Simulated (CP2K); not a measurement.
Two runs for the C K edge of 2-formylpyrrole. Run A: CP2K XAS_TDP, all-electron GAPW, PBEh(45%), aug-cc-pVDZ, TDA, no relativity. Run B differs in one setting.

First lines with a strength over 0.0015. A:

```tsv
atom	energy (eV)	states	strength, one atom
C2 (bonded to C, O and H)	281.66	1	0.0620
	286.58	1	0.0149
	287.26	1	0.0020
	287.46	1	0.0077
	288.03	1	0.0031
C3 (bonded to 2 C and N)	282.15	1	0.0178
	284.56	1	0.0413
	285.41	1	0.0024
	286.24	1	0.0018
	286.63	1	0.0026
C4 (bonded to 2 C and H)	281.20	1	0.0451
	284.53	2	0.0171
	285.29	1	0.0021
	285.89	1	0.0028
	286.42	1	0.0044
C5 (bonded to 2 C and H)	282.39	1	0.0476
	282.59	1	0.0059
	284.21	1	0.0091
	285.05	1	0.0017
	285.69	1	0.0018
C6 (bonded to C, N and H)	282.11	1	0.0504
	285.16	1	0.0126
	285.35	1	0.0071
	286.23	1	0.0020
	286.86	1	0.0034
```

B:

```tsv
atom	energy (eV)	states	strength, one atom
C2 (bonded to C, O and H)	288.14	1	0.0606
	293.07	1	0.0146
	293.74	1	0.0019
	293.94	1	0.0076
	294.51	1	0.0031
C3 (bonded to 2 C and N)	287.60	1	0.0175
	290.00	1	0.0405
	290.85	1	0.0023
	291.68	1	0.0018
	292.07	1	0.0025
C4 (bonded to 2 C and H)	286.92	1	0.0442
	290.25	2	0.0168
	291.01	1	0.0021
	291.61	1	0.0027
	292.14	1	0.0043
C5 (bonded to 2 C and H)	288.16	1	0.0466
	288.36	1	0.0057
	289.98	1	0.0089
	290.82	1	0.0017
	291.46	1	0.0018
C6 (bonded to C, N and H)	287.69	1	0.0494
	290.75	1	0.0124
	290.94	1	0.0070
	291.82	1	0.0020
	292.45	1	0.0034
```

Q: Which was it: the functional, the basis, GW2X switched on, scalar relativity switched on?

GW2X switched on. GW2X shifts an atom's lines together and keeps their spacings. Against PBEh(45%) in aug-cc-pVDZ, the leading lines move by +6.48 eV (C2, to 288.14), +5.45 eV (C3, to 287.60), +5.72 eV (C4, to 286.92), +5.77 eV (C5, to 288.16) and +5.58 eV (C6, to 287.69).

[Banner, clock and machine lines of the logs are left out without a mark of their own.]

[Logs are printed without paths, hosts, clocks, repeated set-up lines and the standing remarks that a program may print on its own settings, such as how far it seeks lower states.]

[Hosts, paths, dates, database ids (printed as entryN), source tags and the programs' standing remarks are cut or masked in the printed files.]
